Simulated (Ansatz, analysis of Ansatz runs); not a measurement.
# How often does Cl try the jump in CsLi2Cl3 (Immm)?

Aim: the prefactor of a hop in CsLi2Cl3 (Immm) (V_Cl hop (3.8 Å), charge 0) from the modes of the moving atom at the start and at the top of a path found beforehand. Model: a cell of 72 host atoms with 1 Cl taken out.

Method: plane-wave PAW DFT, PBEsol; finite-difference force constants of the moving atom alone, in Ansatz 0.2.0.

**1. Starting point**

The cell holds 71 atoms: 12 Cs, 24 Li and 35 Cl. Its edges and angles: a = 13.503 Å, b = 11.191 Å, c = 12.249 Å, α = 90.0°, β = 90.0°, γ = 66.3°. It derives from CsLi2Cl3 (space group Immm). Nearest the centre at fractional (0.208, 0.875, 0.614): Li12 at 1.59 Å, Cl19 at 1.86 Å, Cs24 at 2.92 Å, Cs1 at 2.92 Å, Cl14 at 3.23 Å, Cl37 at 3.23 Å, Li5 at 3.51 Å, Li28 at 3.51 Å.

The cell's shortest repeat is 11.2 Å.

**2. Vibrations of the moving atom at the start point**

Harmonic transition-state theory takes the prefactor from the modes at the minimum and at the top. Only the moving atom is displaced, by 0.02 Å, which takes six displaced runs and a reference; the host's atoms are held.

Input file q0_M1.start.modes/input.yaml:

```yaml
crystal:
  lattice:
    - [13.50322694, 0.0, 0.0]
    - [4.50107565, 10.24633985, 0.0]
    - [0.0, 0.0, 12.2489163]
  atoms:
    - { symbol: Cs, position: [0.00160657, -0.00155955, 0.49993532] }
    - { symbol: Cs, position: [0.08345544, 0.25049424, 0.00010661] }
    - { symbol: Cs, position: [0.16665801, 0.50285313, 0.5003378] }
    - { symbol: Cs, position: [0.25012634, 0.74989374, -1.978e-05] }
    - { symbol: Li, position: [-4.28e-06, 0.00049075, 0.80707144] }
    - { symbol: Li, position: [0.08386261, 0.25015665, 0.30764422] }
    - { symbol: Li, position: [0.16643095, 0.50029453, 0.80730659] }
    - { symbol: Li, position: [0.25009866, 0.75000247, 0.30951373] }
    - { symbol: Li, position: [0.00015511, 0.00036986, 0.19304061] }
    - { symbol: Li, position: [0.08342716, 0.25074029, 0.69251698] }
    - { symbol: Li, position: [0.16660558, 0.49993474, 0.19315147] }
    - { symbol: Li, position: [0.25004819, 0.75022838, 0.69067313] }
    - { symbol: Cl, position: [8.909e-05, 0.50052594, 0.27293757] }
    - { symbol: Cl, position: [0.08359018, 0.75021147, 0.77177716] }
    - { symbol: Cl, position: [0.16735543, -0.00089834, 0.27469795] }
    - { symbol: Cl, position: [0.2497803, 0.25015605, 0.77324631] }
    - { symbol: Cl, position: [-4.803e-05, 0.50022819, 0.72764311] }
    - { symbol: Cl, position: [0.08381189, 0.75036165, 0.22835156] }
    - { symbol: Cl, position: [0.1674482, -0.00139925, 0.72542442] }
    - { symbol: Cl, position: [0.24996616, 0.25028366, 0.22678329] }
    - { symbol: Cl, position: [0.00043296, 6.778e-05, 0.00010924] }
    - { symbol: Cl, position: [0.08420379, 0.25030994, 0.50008852] }
    - { symbol: Cl, position: [0.16669112, 0.50055542, 0.00016364] }
    - { symbol: Cs, position: [0.33330039, -0.00249382, 0.50033063] }
    - { symbol: Cs, position: [0.41667247, 0.24966656, 3.761e-05] }
    - { symbol: Cs, position: [0.49837366, 0.50162775, 0.50028431] }
    - { symbol: Cs, position: [0.58334288, 0.74995416, 0.00022401] }
    - { symbol: Li, position: [0.3332464, 0.0001439, 0.80712415] }
    - { symbol: Li, position: [0.41623252, 0.25010443, 0.30758976] }
    - { symbol: Li, position: [0.50002603, 0.49983101, 0.80711078] }
    - { symbol: Li, position: [0.58338191, 0.75002351, 0.30734764] }
    - { symbol: Li, position: [0.33343362, -0.00024023, 0.19287885] }
    - { symbol: Li, position: [0.41638718, 0.24968115, 0.69270044] }
    - { symbol: Li, position: [0.5001449, 0.49979531, 0.19292991] }
    - { symbol: Li, position: [0.58353581, 0.74969692, 0.69286167] }
    - { symbol: Cl, position: [0.3329854, 0.50105401, 0.2748102] }
    - { symbol: Cl, position: [0.41662241, 0.7495687, 0.7719133] }
    - { symbol: Cl, position: [0.4998257, -9.276e-05, 0.27254808] }
    - { symbol: Cl, position: [0.58300298, 0.25014405, 0.77245768] }
    - { symbol: Cl, position: [0.33279597, 0.50094129, 0.72582486] }
    - { symbol: Cl, position: [0.4163267, 0.74980821, 0.22795594] }
    - { symbol: Cl, position: [0.49977876, -4.928e-05, 0.72769242] }
    - { symbol: Cl, position: [0.58294819, 0.25026391, 0.22758271] }
    - { symbol: Cl, position: [0.33315378, -0.00020963, -2.353e-05] }
    - { symbol: Cl, position: [0.41561628, 0.24985663, 0.50018205] }
    - { symbol: Cl, position: [0.49999348, 0.49977813, -5.5e-06] }
    - { symbol: Cl, position: [0.58404103, 0.74977693, 0.50012633] }
    - { symbol: Cs, position: [0.66616116, 0.00101155, 0.50008792] }
    - { symbol: Cs, position: [0.75021265, 0.24986409, 0.00031082] }
    - { symbol: Cs, position: [0.83364177, 0.49957111, 0.50024228] }
    - { symbol: Cs, position: [0.91662078, 0.75035686, -8.162e-05] }
    - { symbol: Li, position: [0.66646709, 0.00052432, 0.8073476] }
    - { symbol: Li, position: [0.75012876, 0.24994239, 0.30758285] }
    - { symbol: Li, position: [0.83335617, 0.5002881, 0.80756582] }
    - { symbol: Li, position: [0.91676653, 0.75002375, 0.30746559] }
    - { symbol: Li, position: [0.66654781, 5.003e-05, 0.19283211] }
    - { symbol: Li, position: [0.75005935, 0.2502665, 0.69280177] }
    - { symbol: Li, position: [0.83336048, 0.50038464, 0.19300898] }
    - { symbol: Li, position: [0.91638032, 0.7504148, 0.69286285] }
    - { symbol: Cl, position: [0.66675996, 0.50002, 0.27247351] }
    - { symbol: Cl, position: [0.74990458, 0.75006433, 0.77301467] }
    - { symbol: Cl, position: [0.83324642, 0.00019852, 0.27223709] }
    - { symbol: Cl, position: [0.91745985, 0.24939362, 0.77277758] }
    - { symbol: Cl, position: [0.66701533, 0.49967099, 0.72797932] }
    - { symbol: Cl, position: [0.74999046, 0.75014126, 0.22730686] }
    - { symbol: Cl, position: [0.83331261, 5.967e-05, 0.72775757] }
    - { symbol: Cl, position: [0.91725565, 0.24990602, 0.22784678] }
    - { symbol: Cl, position: [0.66670466, 4.548e-05, 6.456e-05] }
    - { symbol: Cl, position: [0.75004443, 0.25012, 0.50014855] }
    - { symbol: Cl, position: [0.83353167, 0.50004468, 0.00030858] }
    - { symbol: Cl, position: [0.9158062, 0.75065251, 0.50018148] }
  symmetry: { detect: false }
basis:
  ecutwfc: 420
  xc_grid: 2
hamiltonian:
  xc: pbesol
kpoints:
  mp_grid: { grid: [1, 1, 1], shift: [0.25, 0.25, 0.25] }
magnetization:
  spin_polarized: true
  initial_magnetization: 1
  spin_locking: { lock_magnetization: hard }
scf:
  occupations: { method: fixed }
  max_iter: 150
phonons:
  supercell: [1, 1, 1]
  displaced_sites: [18]
  amplitude: 0.02
```

Command:

```bash
$ ansatz run input.yaml --threads 32 --pin off --max-ram 84787MiB --backend cuda --events-out ev --progress --plain --runs-dir out --max-vram 78GiB
```

Numbers of over 12 decimals in the logs are rounded to 6 here.

The log of the run:

```text
Engine: ansatz 0.2.0, aarch64-unknown-linux-gnu
[...]
Pseudopotential: Cs, paw, valence charge 9, recommended cutoff 420 eV (normal), Cs.paw.azcp
Pseudopotential: Li, paw, valence charge 3, recommended cutoff 420 eV (normal), Li.paw.azcp
Pseudopotential: Cl, paw, valence charge 7, recommended cutoff 420 eV (normal), Cl.paw.azcp
Functional definition: PBEsol
[...]
Crystal: 71 atoms, lattice volume = 1694.744 Å³
Basis set: ecut = 420 eV, 33169 PW (Γ), exchange–correlation on 192×150×180 points (8 copies of the dense FFT grid, shifted against one another)
Bands: 284, of which v1, the nominal top of the filled ones, is band 213 counted from 1 (212 counted from 0)
[...]
k-points: 1
[...]
Functional: x = pbesol(κ = 0.804, μ = 0.123457), c = pbesol(β = 0.046)
SCF 1 converged in 9 iterations: F = -109160.672873 eV  dr2 = 1.66e-8
[...]
SCF iter   1: F=—  HF=-109160.672637 eV  |F-HF|=—  |Δ(HF+E_count)|=         —  Δρ=4.84e-7 (↑4.84e-7 ↓4.78e-7)  dr2=1.88e-8  dr2_m=3.80e-11  M=1.000 μB ∫|m|=1.018 μB  β_m=0.30  ethr=3.63e-8  ⟨swp⟩=5.0  [...]
[...]
spin=Collinear: Resta preconditioning applied to the charge; magnetization (m = ρ↑ − ρ↓) channel mixes plain (no charge-response kernel on spin).
[...]
SCF 8 converged in 5 iterations: F = -109160.672546 eV  dr2 = 2.42e-11
SCF converged after 4 iterations
[...]
--- Phonons: 6 displaced members + reference (amplitude 0.02 Å, Σ member SCF iterations 38) ---
  symmetry images taken by strict's conditions (phonons.symmetry_images: auto; settled by no image being taken that strict refuses)
  force constants formed among 1 of 71 sites (Cl 18); the other 70 at rest. The modes move the named sites alone.
  the frequencies, the zero-point energy and the sums are of the block with the acoustic sum rule laid on its rows. Row sums over every site: 1.2e-4 eV/Å² at the most
  transpose residual: 3.7e-5 eV/Å²
  largest component of a force at the reference: 4.0e-3 eV/Å on a named site, 5.5e-3 eV/Å on a site at rest
  frequencies among the named sites at Γ of the cell (cm⁻¹): 103.44 138.60 158.29
  unstable modes among the named sites: 0
  frequencies as built, with no sum rule (cm⁻¹): 103.45 138.60 158.29
  zero-point energy: 0.024818 eV/cell   skipped modes (ω ≤ 0): 0
  not written: the harmonic force-constant file, the file of eigenvectors (these modes' are written with the force constants), the density of states and the dispersion, which are of every site
[...]
```

It took 6.3 s on 1 × NVIDIA GB200 with 32 threads of Arm Neoverse V2, shared host; peak memory 2.7 GiB; 25 s of CPU time.

Numbers from this step:

```
free energy                           : -109160.6729 eV
total moment                          : 1 μB
integral of the absolute spin density : 1.017 μB
spin contamination                    : 7.34e-4
frequencies of moving atom            : 103.4, 138.6, 158.3 cm⁻¹ (negative: imaginary)
```

The three modes are 103, 139 and 158 cm⁻¹: all real, a minimum for this atom with the others held.

**3. Vibrations of the moving atom at the top of the path**

The same at the top, where the mode along the path should be imaginary.

Input file q0_M1.top.modes/input.yaml:

```yaml
crystal:
  lattice:
    - [13.50322694, 0.0, 0.0]
    - [4.50107565, 10.24633985, 0.0]
    - [0.0, 0.0, 12.2489163]
  atoms:
    - { symbol: Cs, position: [-0.0177148, 0.02020149, 0.48361706] }
    - { symbol: Cs, position: [0.08731025, 0.23878029, 0.00055357] }
[... 2 atom lines left out ...]
    - { symbol: Li, position: [0.00280544, -0.0094621, 0.80482278] }
[... 2 atom lines left out ...]
    - { symbol: Li, position: [0.24471089, 0.76243731, 0.30447547] }
[... 1 atom line left out ...]
    - { symbol: Li, position: [0.07895715, 0.26647896, 0.68652076] }
[... 1 atom line left out ...]
    - { symbol: Li, position: [0.2566202, 0.72607035, 0.72641197] }
[... 1 atom line left out ...]
    - { symbol: Cl, position: [0.08039394, 0.74489307, 0.79031083] }
[... 4 atom lines left out ...]
    - { symbol: Cl, position: [0.20464823, -0.11382636, 0.60812708] }
[... 2 atom lines left out ...]
    - { symbol: Cl, position: [0.0843565, 0.2553734, 0.4963096] }
[... 1 atom line left out ...]
    - { symbol: Cs, position: [0.33906084, 0.0169649, 0.48241307] }
[... 3 atom lines left out ...]
    - { symbol: Li, position: [0.33698641, -0.01272373, 0.80448103] }
[... 8 atom lines left out ...]
    - { symbol: Cl, position: [0.424373, 0.74030299, 0.78596844] }
[... 2 atom lines left out ...]
    - { symbol: Cl, position: [0.33156313, 0.4940366, 0.73113707] }
[... 30 atom lines left out ...]
    - { symbol: Cl, position: [0.9155362, 0.75268935, 0.50094098] }
  symmetry: { detect: false }
basis:
  ecutwfc: 420
  xc_grid: 2
hamiltonian:
  xc: pbesol
kpoints:
  mp_grid: { grid: [1, 1, 1], shift: [0.25, 0.25, 0.25] }
magnetization:
  spin_polarized: true
  initial_magnetization: 1
  spin_locking: { lock_magnetization: hard }
scf:
  occupations: { method: fixed }
  max_iter: 150
phonons:
  supercell: [1, 1, 1]
  displaced_sites: [18]
  amplitude: 0.02
```

The log of the run:

```text
[...]
Crystal: 71 atoms, lattice volume = 1694.744 Å³
Basis set: ecut = 420 eV, 33169 PW (Γ), exchange–correlation on 192×150×180 points (8 copies of the dense FFT grid, shifted against one another)
Bands: 284, of which v1, the nominal top of the filled ones, is band 213 counted from 1 (212 counted from 0)
[...]
k-points: 1
[...]
SCF 1 converged in 12 iterations: F = -109159.485050 eV  dr2 = 1.54e-9
[...]
SCF iter   1: F=—  HF=-109159.484551 eV  |F-HF|=—  |Δ(HF+E_count)|=         —  Δρ=2.47e-7 (↑2.47e-7 ↓2.38e-7)  dr2=2.46e-9  dr2_m=2.51e-11  M=1.000 μB ∫|m|=1.053 μB  β_m=0.30  ethr=1.44e-7  ⟨swp⟩=4.5  [...]
[...]
SCF 2 converged in 3 iterations: F = -109159.485050 eV  dr2 = 5.62e-10
[...]
SCF 8 converged in 5 iterations: F = -109159.484683 eV  dr2 = 3.63e-11
SCF converged after 3 iterations
[...]
transpose residual: 2.5e-4 eV/Å²
[...]
frequencies among the named sites at Γ of the cell (cm⁻¹): -113.30 138.03 216.56
  unstable modes among the named sites: 1
  frequencies as built, with no sum rule (cm⁻¹): -113.30 138.03 216.56
  zero-point energy: 0.021982 eV/cell   skipped modes (ω ≤ 0): 1, of them read as no rigid motion or as one in doubt: 1 (1.000e0 modes/cell left out, lowest -113.30 cm⁻¹)
[...]
```

The job ended after 6.2 s (1 × NVIDIA GB200 with 32 threads; peak memory 2.6 GiB).

Read from the output:

```
free energy                           : -109159.4850 eV
total moment                          : 1 μB
integral of the absolute spin density : 1.053 μB
spin contamination                    : 0.002141
frequencies of moving atom            : -113.3, 138.0, 216.6 cm⁻¹ (negative: imaginary)
```

The three modes are 113i, 138 and 217 cm⁻¹: one imaginary, a saddle of first order for this atom with the others held.

**4. Attempt frequency and hop rate**

Analysis of the runs above: harmonic transition-state theory from the moving atom's modes alone (Vineyard), PBEsol.

It gives:

| Quantity | Value |
| --- | --- |
| attempt frequency | 2.276 THz |

Hop rate against temperature:

```
temperature (K)  hop rate (1/s)
            200         2.7e-18
            300          2.5e-8
            400         0.00246
            600             240
            800           74858
           1000           2.3e6
```

**5. Summary of results**

| Item | Value |
| --- | --- |
| attempt frequency (attempt frequency and hop rate) | 2.28 THz |

In words: The attempt frequency, the product of the three frequencies at the start over that of the two real ones at the top (Vineyard), is 2.3 THz. With the barrier of 1.19 eV it gives 2.4e+02 hops a second at 600 K along this one path; equivalent neighbouring sites multiply that. The host's atoms were held, though they move along the path too, so the prefactor is rough. Limits: one k-point off the zone centre stands for the whole zone; PBEsol makes the gap too small and tends to spread out bound carriers; spin–orbit coupling, which can matter with heavy atoms, is left out.

[Logs are printed without paths, hosts, clocks, repeated set-up lines and the standing remarks that a program may print on its own settings, such as how far it seeks lower states.]

[Hosts, paths, dates, database ids (printed as entryN), source tags and the programs' standing remarks are cut or masked in the printed files.]
